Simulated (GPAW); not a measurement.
**B/Pd(100) in an electric field**

How does B/Pd(100) screen a perpendicular field?

Calculated with GPAW 26.7.0; GPAW, PAW setups; slab in vacuum, relaxation, in the first sound run; inputs show where later runs differ.

### Step 1. The starting structure

The cell holds 5 atoms: 4 Pd and 1 B. Cell: a = 2.751 Å, b = 2.751 Å, c = 26.065 Å, α = 90.0°, β = 90.0°, γ = 90.0°. Vacuum lies along c.

### Step 2. Relaxation

Forces are removed first; all later runs use this geometry. The lowest 2 atoms are held at bulk positions and keep their forces.

File run.py:

```python
import json
import numpy as np
from ase import Atoms
from ase.constraints import FixAtoms
from ase.optimize import BFGS
from gpaw import GPAW, PW

slab = Atoms(
    ['Pd', 'Pd', 'Pd', 'Pd', 'B'],
    positions=[
        [1.37532, 1.37532, 9.00000],
        [0.00000, 0.00000, 10.94500],
        [1.37532, 1.37532, 12.89000],
        [0.00000, 0.00000, 14.83500],
        [0.00000, 0.00000, 17.06500]],
    cell=[[2.75065, 0.0, 0.0], [0.0, 2.75065, 0.0], [0.0, 0.0, 26.065]],
    pbc=[True, True, False])

slab.calc = GPAW(mode=PW(500), xc='PBE', kpts={'size': (11, 11, 1), 'gamma': True},
                 occupations={'name': 'fermi-dirac', 'width': 0.1}, nbands='200%',
                 convergence={'density': 1e-05}, maxiter=200,
                 poissonsolver={'dipolelayer': 'xy'},
                 symmetry={'tolerance': 1e-3, 'extra_ids': [1, 1, 0, 0, 0]}, txt='slab.txt')
result = {}
slab.set_constraint(FixAtoms([0, 1]))
path = []
opt = BFGS(slab, maxstep=0.2)
opt.attach(lambda: path.append((slab.get_potential_energy(), slab.positions.tolist(), slab.get_forces().tolist())))
result['relaxed'] = bool(opt.run(fmax=0.03, steps=40))
result['path'] = path
energy = slab.get_potential_energy()
fermi = slab.calc.get_fermi_level()
v = slab.calc.get_electrostatic_potential().mean((0, 1)) - fermi
n = slab.calc.get_pseudo_density().mean((0, 1))
L = slab.cell[2, 2]
z = np.arange(len(v)) * L / len(v)
low, high = slab.positions[:, 2].min(), slab.positions[:, 2].max()
below, above = np.interp([low - 6.8, high + 6.8], z, v)
slopes = [np.interp(x, z, np.gradient(v, z)) for x in (low - 6.8, high + 6.8)]
eps = np.array([[slab.calc.get_eigenvalues(k, s) for k in range(len(slab.calc.get_ibz_k_points()))]
                for s in range(slab.calc.get_number_of_spins())]) - fermi
top, bottom = eps[eps < 0].max(), eps[eps > 0].min()
dipole = slab.get_dipole_moment()[2]
print(f'energy {energy:.4f} eV, Fermi level {fermi:.4f} eV, dipole {dipole:.5f} e A')
print(f'potential 6.8 A off the faces, from the Fermi level: lower {below:.4f} eV, upper {above:.4f} eV')
print(f'slope of the potential there: lower {slopes[0]:.5f}, upper {slopes[1]:.5f} eV/A')
print(f'nearest levels on the mesh: {top:.4f} and {bottom:.4f} eV')
print('magnetic moment', round(slab.get_magnetic_moment(), 3))
result.update(energy=energy, fermi=fermi, dipole=dipole, below=below, above=above, slopes=slopes, edges=[top, bottom],
              z=z.tolist(), v=v.tolist(), n=n.tolist(), positions=slab.positions.tolist(),
              forces=slab.get_forces(apply_constraint=False).tolist(), moments=slab.get_magnetic_moments().tolist())
json.dump(result, open('result.json', 'w'))
```

On the command line:

```sh
$ OMP_NUM_THREADS=1 OPENBLAS_NUM_THREADS=1 python run.py
```

What it wrote:

```text
Step          Energy          fmax
BFGS:    0      -18.139515        2.469228
BFGS:    1      -18.279664        2.277773
BFGS:    2      -18.644789        1.524018
BFGS:    3      -18.661771        0.938128
BFGS:    4      -18.696493        0.493939
BFGS:    5      -18.702613        0.441729
BFGS:    6      -18.706978        0.342888
BFGS:    7      -18.713995        0.072942
BFGS:    8      -18.714102        0.028857
energy -18.6077 eV, Fermi level -0.3423 eV, dipole -0.02870 e A
potential 6.8 A off the faces, from the Fermi level: lower 5.0840 eV, upper 5.7792 eV
slope of the potential there: lower 0.00003, upper 0.00003 eV/A
nearest levels on the mesh: -0.0037 and 0.0257 eV
magnetic moment 0.0
```

It took 29 min on 1 thread of Arm Neoverse V2, shared host; peak memory 0.33 GiB.

The steps of the relaxation:

```
step  energy less that of the first step (eV)  largest force (eV/Å)
   1                                   0.0000                2.4692
   2                                  -0.1420                2.2778
   3                                  -0.5241                1.5240
   4                                  -0.5343                0.9381
   5                                  -0.5720                0.4939
   6                                  -0.5795                0.4417
   7                                  -0.5845                0.3429
   8                                  -0.5926                0.0729
   9                                  -0.5926                0.0289
```

The atoms that moved most (Å):

```
atom     dx     dy      dz  length
 Pd4  0.000  0.000   0.190   0.190
  B5  0.000  0.000  -0.181   0.181
 Pd3  0.000  0.000   0.075   0.075
```

Final coordinates:

```xyz
5
Lattice="2.7506 0.0000 0.0000 0.0000 2.7506 0.0000 0.0000 0.0000 26.0650" Properties=species:S:1:pos:R:3
Pd    1.3753    1.3753    9.0000
Pd    0.0000    0.0000   10.9450
Pd    1.3753    1.3753   12.9647
Pd    0.0000    0.0000   15.0246
B     0.0000    0.0000   16.8840
```

Numbers from this step:

```
dipole along the normal                    : -0.02870 e·Å
levels nearest the Fermi level on the mesh : -0.003677, 0.02571 eV from the Fermi level
upper work function                        : 5.779 eV
lower work function                        : 5.084 eV
```

The electrostatic potential energy of an electron (without an applied field's), less the Fermi level, planar mean oscillates, so the rows of the table below give means over windows of 2.03 Å about each position, cut where the curve ends. Its maxima inside the range that stand out by 2 % of the span (Å: eV): 9.9: -1.04, 12.0: -0.532, 14.0: -0.622, 16.1: 0.549. Its minima: 9.0: -19.3, 10.9: -19.4, 12.9: -19.4, 15.1: -19.6, 16.9: -10.0.

Table of electrostatic potential energy of an electron (without an applied field's), less the Fermi level, planar mean by z; means over each step:

```
z (Å)  electrostatic potential energy of an electron (without an applied field's), less the Fermi level, planar mean (eV)
 1.01                                                                                                                5.12
 3.04                                                                                                                5.08
 5.08                                                                                                                5.08
 7.11                                                                                                                4.26
 9.14                                                                                                               -8.75
11.17                                                                                                               -8.95
13.20                                                                                                               -8.97
15.23                                                                                                               -8.88
17.26                                                                                                               -1.65
19.29                                                                                                                5.67
21.32                                                                                                                5.78
23.35                                                                                                                5.78
25.38                                                                                                                5.76
```

Pseudo valence density, planar mean against z:

z (Å), pseudo valence density, planar mean (e/Å³) and a bar:
```
      5.5       0.00 
      6.0       0.00 
      6.5       0.00 
      7.0       0.01 
      7.5       0.03 
      8.0       0.16 ##
      8.5       0.73 #########
      9.0       2.28 #############################
      9.5       0.80 ##########
     10.0       0.36 #####
     10.5       0.96 ############
     11.0       2.36 ##############################
     11.5       0.68 #########
     12.0       0.32 ####
     12.5       0.89 ###########
     13.0       2.29 #############################
     13.5       0.69 #########
     14.0       0.30 ####
     14.5       0.71 #########
     15.0       2.31 #############################
     15.5       0.83 ###########
     16.0       0.30 ####
     16.5       0.26 ###
     17.0       0.21 ###
     17.5       0.16 ##
     18.0       0.06 #
     18.5       0.01 
     19.0       0.00 
     19.5       0.00 
     20.0       0.00
```

The relaxation lowered the energy of the cell by 0.593 eV (energies extrapolated to zero smearing; the optimiser's log prints free energies). The largest force left on a free atom is 0.029 eV/Å.

### Step 3. The slab's potential

With the geometry fixed, the planar mean of the potential gives the vacuum level on each side.

This step: GPAW, PAW setups; slab in vacuum (GPAW 26.7.0).

run.py, as its differences from that of step 2:

```diff
@@ -3,4 +3,2 @@
 from ase import Atoms
-from ase.constraints import FixAtoms
-from ase.optimize import BFGS
 from gpaw import GPAW, PW
@@ -12,5 +10,5 @@
         [0.00000, 0.00000, 10.94500],
-        [1.37532, 1.37532, 12.89000],
-        [0.00000, 0.00000, 14.83500],
-        [0.00000, 0.00000, 17.06500]],
+        [1.37532, 1.37532, 12.96469],
+        [-0.00000, 0.00000, 15.02456],
+        [0.00000, 0.00000, 16.88405]],
     cell=[[2.75065, 0.0, 0.0], [0.0, 2.75065, 0.0], [0.0, 0.0, 26.065]],
@@ -22,10 +20,4 @@
                  poissonsolver={'dipolelayer': 'xy'},
-                 symmetry={'tolerance': 1e-3, 'extra_ids': [1, 1, 0, 0, 0]}, txt='slab.txt')
+                 symmetry={'tolerance': 1e-3}, txt='slab.txt')
 result = {}
-slab.set_constraint(FixAtoms([0, 1]))
-path = []
-opt = BFGS(slab, maxstep=0.2)
-opt.attach(lambda: path.append((slab.get_potential_energy(), slab.positions.tolist(), slab.get_forces().tolist())))
-result['relaxed'] = bool(opt.run(fmax=0.03, steps=40))
-result['path'] = path
 energy = slab.get_potential_energy()
```

What it wrote:

```text
energy -18.6077 eV, Fermi level -0.3424 eV, dipole -0.02905 e A
potential 6.8 A off the faces, from the Fermi level: lower 5.0839 eV, upper 5.7792 eV
slope of the potential there: lower 0.00005, upper -0.00005 eV/A
nearest levels on the mesh: -0.0037 and 0.0257 eV
magnetic moment 0.0
```

The job ended after 6.2 min (1 thread; peak memory 0.32 GiB).

Numbers from this step:

| Property | Result |
| --- | --- |
| dipole along the normal | -0.02905 e·Å |
| levels nearest the Fermi level on the mesh | -0.003702, 0.02567 eV from the Fermi level |

The electrostatic potential energy of an electron (without an applied field's), less the Fermi level, planar mean oscillates, so the rows of the table below give means over windows of 2.03 Å about each position, cut where the curve ends. Its maxima inside the range that stand out by 2 % of the span (Å: eV): 9.9: -1.04, 12.0: -0.532, 14.0: -0.623, 16.1: 0.549. Its minima: 9.0: -19.3, 10.9: -19.4, 12.9: -19.4, 15.1: -19.6, 16.9: -10.0.

Electrostatic potential energy of an electron (without an applied field's), less the Fermi level, planar mean against z; means over each step:

(Unchanged from step 2.)

The pseudo valence density, planar mean oscillates, so the rows of the table below give means over windows of 1.93 Å about each position, cut where the curve ends. Its maxima inside the range that stand out by 2 % of the span (Å: e/Å³): 9.1: 2.33, 11.0: 2.36, 12.9: 2.40, 15.1: 2.40. Its minima: 10.0: 0.357, 12.0: 0.315, 14.1: 0.298.

Pseudo valence density, planar mean against z; means over each step:

```
z (Å)  pseudo valence density, planar mean (e/Å³)
 4.83                                      6.9e-5
 6.76                                      0.0120
 8.69                                        1.02
10.62                                        1.09
12.55                                        1.07
14.48                                        1.03
16.41                                       0.319
18.34                                      0.0492
20.27                                      2.7e-4
22.20                                           0
```

Force by atom:

```
atom  x (eV/Å)  y (eV/Å)  z (eV/Å)   size
 Pd1     0.000     0.000    -0.185  0.185
 Pd2     0.000     0.000     0.139  0.139
 Pd3     0.000     0.000     0.005  0.005
 Pd4     0.000     0.000     0.012  0.012
  B5     0.000     0.000     0.030  0.030
```

The potential is flat to 4.9e-5 eV/Å where it is read, so the vacuum is wide enough.

### Step 4. Field on

A uniform field along the normal polarises the slab; the atoms stay fixed, so this is the electronic response alone.

run.py, as its differences from that of step 3:

```diff
@@ -4,2 +4,3 @@
 from gpaw import GPAW, PW
+from gpaw.external import ConstantElectricField
 
@@ -20,2 +21,3 @@
                  poissonsolver={'dipolelayer': 'xy'},
+                 external=ConstantElectricField(-0.2, [0, 0, 1]),
                  symmetry={'tolerance': 1e-3}, txt='slab.txt')
```

What it wrote:

```text
energy -18.6221 eV, Fermi level -0.3126 eV, dipole -0.11780 e A
potential 6.8 A off the faces, from the Fermi level: lower 3.9730 eV, upper 6.7903 eV
slope of the potential there: lower 0.00006, upper -0.00001 eV/A
nearest levels on the mesh: -0.0030 and 0.0262 eV
magnetic moment 0.0
```

Wall time 11 min (1 thread); peak memory 0.62 GiB.

Numbers from this step:

```yaml
dipole_along_the_normal: -0.1178 e·Å
levels_nearest_the_fermi_level_on_the_mesh: -0.002994, 0.02616 eV from the Fermi level
potential_below_the_slab_the_applied_field_s_own_ramp_left_out: 3.973 eV from the Fermi level
potential_above_the_slab_the_applied_field_s_own_ramp_left_out: 6.790 eV from the Fermi level
```

The electrostatic potential energy of an electron (without an applied field's), less the Fermi level, planar mean oscillates, so the rows of the table below give means over windows of 2.08 Å about each position, cut where the curve ends. Its maxima inside the range that stand out by 2 % of the span (Å: eV): 9.9: -1.66, 12.0: -0.745, 14.0: -0.431, 16.1: 1.17, 22.6: 6.79. Its minima: 9.0: -20.1, 10.9: -19.8, 12.9: -19.5, 15.1: -19.2, 16.9: -9.27.

Electrostatic potential energy of an electron (without an applied field's), less the Fermi level, planar mean against z; means over each step:

z (Å), electrostatic potential energy of an electron (without an applied field's), less the Fermi level, planar mean (eV) and a bar from the least value:
```
     1.04        4.1 #########################
     3.12        4.0 #########################
     5.20        4.0 #########################
     7.28        2.6 ######################
     9.36       -9.7 
    11.44       -9.2 #
    13.52       -8.8 ##
    15.60       -7.8 ###
    17.68        1.0 ###################
    19.76        6.8 ##############################
    21.84        6.8 ##############################
    23.92        6.8 ##############################
```

Force by atom:

```csv
atom,x (eV/Å),y (eV/Å),z (eV/Å),size
Pd1,0.000,0.000,-0.186,0.186
Pd2,0.000,0.000,0.136,0.136
Pd3,0.000,0.000,0.003,0.003
Pd4,0.000,0.000,0.009,0.009
B5,0.000,0.000,0.035,0.035
```

The dipole is now -0.118 e Å, against -0.029 in the run without a field.

### Step 5. In a field

run.py, as its differences from that of step 4:

```diff
@@ -21,3 +21,3 @@
                  poissonsolver={'dipolelayer': 'xy'},
-                 external=ConstantElectricField(-0.2, [0, 0, 1]),
+                 external=ConstantElectricField(-0.1, [0, 0, 1]),
                  symmetry={'tolerance': 1e-3}, txt='slab.txt')
```

What it wrote:

```text
energy -18.6127 eV, Fermi level -0.3269 eV, dipole -0.07346 e A
potential 6.8 A off the faces, from the Fermi level: lower 4.5271 eV, upper 6.2838 eV
slope of the potential there: lower 0.00007, upper -0.00003 eV/A
nearest levels on the mesh: -0.0033 and 0.0259 eV
magnetic moment 0.0
```

Elapsed: 12 min, on 1 thread; peak memory 0.63 GiB.

This step gave:

* dipole along the normal: -0.07346 e·Å
* levels nearest the Fermi level on the mesh: -0.003315, 0.02592 eV from the Fermi level
* potential below the slab, the applied field's own ramp left out: 4.527 eV from the Fermi level
* potential above the slab, the applied field's own ramp left out: 6.284 eV from the Fermi level

Table of electrostatic potential energy of an electron (without an applied field's), less the Fermi level, planar mean by z:

```csv
z (Å),"electrostatic potential energy of an electron (without an applied field's), less the Fermi level, planar mean (eV)"
0.0,5.41
0.5,4.53
1.0,4.53
1.5,4.53
2.0,4.53
2.5,4.53
3.0,4.53
3.5,4.53
4.0,4.53
4.5,4.53
5.0,4.53
5.5,4.52
6.0,4.51
6.5,4.47
7.0,4.32
7.5,3.72
8.0,1.31
8.5,-8.13
9.0,-19.6
9.5,-8.33
10.0,-1.43
10.5,-10.0
11.0,-19.4
11.5,-6.74
12.0,-0.741
12.5,-9.19
13.0,-19.3
13.5,-7.19
14.0,-0.533
14.5,-7.57
15.0,-19.3
15.5,-8.79
16.0,0.590
16.5,-3.04
17.0,-8.57
17.5,1.14
18.0,4.94
18.5,5.95
19.0,6.20
19.5,6.27
20.0,6.28
20.5,6.28
21.0,6.28
21.5,6.28
22.0,6.28
22.5,6.28
23.0,6.28
23.5,6.28
24.0,6.28
24.5,6.28
25.0,6.28
25.5,6.28
```

Force by atom:

```
atom  x (eV/Å)  y (eV/Å)  z (eV/Å)   size
 Pd1     0.000     0.000    -0.184  0.184
 Pd2     0.000     0.000     0.139  0.139
 Pd3     0.000     0.000     0.004  0.004
 Pd4     0.000     0.000     0.009  0.009
  B5     0.000     0.000     0.031  0.031
```

The dipole is now -0.0735 e Å, against -0.029 in the run without a field.

### Step 6. Field on

run.py, as its differences from that of step 5:

```diff
@@ -21,3 +21,3 @@
                  poissonsolver={'dipolelayer': 'xy'},
-                 external=ConstantElectricField(-0.1, [0, 0, 1]),
+                 external=ConstantElectricField(-0.05, [0, 0, 1]),
                  symmetry={'tolerance': 1e-3}, txt='slab.txt')
```

What it wrote:

```text
energy -18.6097 eV, Fermi level -0.3349 eV, dipole -0.05131 e A
potential 6.8 A off the faces, from the Fermi level: lower 4.8052 eV, upper 6.0323 eV
slope of the potential there: lower 0.00007, upper -0.00003 eV/A
nearest levels on the mesh: -0.0036 and 0.0257 eV
magnetic moment 0.0
```

The job ended after 12 min (1 thread; peak memory 0.63 GiB).

Electrostatic potential energy of an electron (without an applied field's), less the Fermi level, planar mean against z:

| z (Å) | electrostatic potential energy of an electron (without an applied field's), less the Fermi level, planar mean (eV) |
| --- | --- |
| 0.0 | 5.42 |
| 0.5 | 4.81 |
| 1.0 | 4.81 |
| 1.5 | 4.81 |
| 2.0 | 4.81 |
| 2.5 | 4.81 |
| 3.0 | 4.81 |
| 3.5 | 4.81 |
| 4.0 | 4.81 |
| 4.5 | 4.81 |
| 5.0 | 4.80 |
| 5.5 | 4.80 |
| 6.0 | 4.79 |
| 6.5 | 4.75 |
| 7.0 | 4.59 |
| 7.5 | 3.99 |
| 8.0 | 1.56 |
| 8.5 | -7.91 |
| 9.0 | -19.4 |
| 9.5 | -8.15 |
| 10.0 | -1.28 |
| 10.5 | -9.92 |
| 11.0 | -19.3 |
| 11.5 | -6.66 |
| 12.0 | -0.689 |
| 12.5 | -9.16 |
| 13.0 | -19.3 |
| 13.5 | -7.21 |
| 14.0 | -0.581 |
| 14.5 | -7.64 |
| 15.0 | -19.4 |
| 15.5 | -8.92 |
| 16.0 | 0.442 |
| 16.5 | -3.22 |
| 17.0 | -8.77 |
| 17.5 | 0.920 |
| 18.0 | 4.70 |
| 18.5 | 5.71 |
| 19.0 | 5.96 |
| 19.5 | 6.01 |
| 20.0 | 6.03 |
| 20.5 | 6.03 |
| 21.0 | 6.03 |
| 21.5 | 6.03 |
| 22.0 | 6.03 |
| 22.5 | 6.03 |
| 23.0 | 6.03 |
| 23.5 | 6.03 |
| 24.0 | 6.03 |
| 24.5 | 6.03 |
| 25.0 | 6.03 |
| 25.5 | 6.03 |

### Step 7. Field on

run.py, as its differences from that of step 6:

```diff
@@ -21,3 +21,3 @@
                  poissonsolver={'dipolelayer': 'xy'},
-                 external=ConstantElectricField(-0.05, [0, 0, 1]),
+                 external=ConstantElectricField(0.05, [0, 0, 1]),
                  symmetry={'tolerance': 1e-3}, txt='slab.txt')
```

What it wrote:

```text
energy -18.6069 eV, Fermi level -0.3509 eV, dipole -0.00689 e A
potential 6.8 A off the faces, from the Fermi level: lower 5.3635 eV, upper 5.5282 eV
slope of the potential there: lower -0.00001, upper -0.00003 eV/A
nearest levels on the mesh: -0.0039 and 0.0254 eV
magnetic moment 0.0
```

Run time: 11 min. Hardware: 1 thread; peak memory 0.63 GiB.

[end of part 1 of 2]

[Logs are printed without paths, hosts, clocks, repeated set-up lines and the standing remarks that a program may print on its own settings, such as how far it seeks lower states.]

[Hosts, paths, dates, database ids (printed as entryN), source tags and the programs' standing remarks are cut or masked in the printed files.]
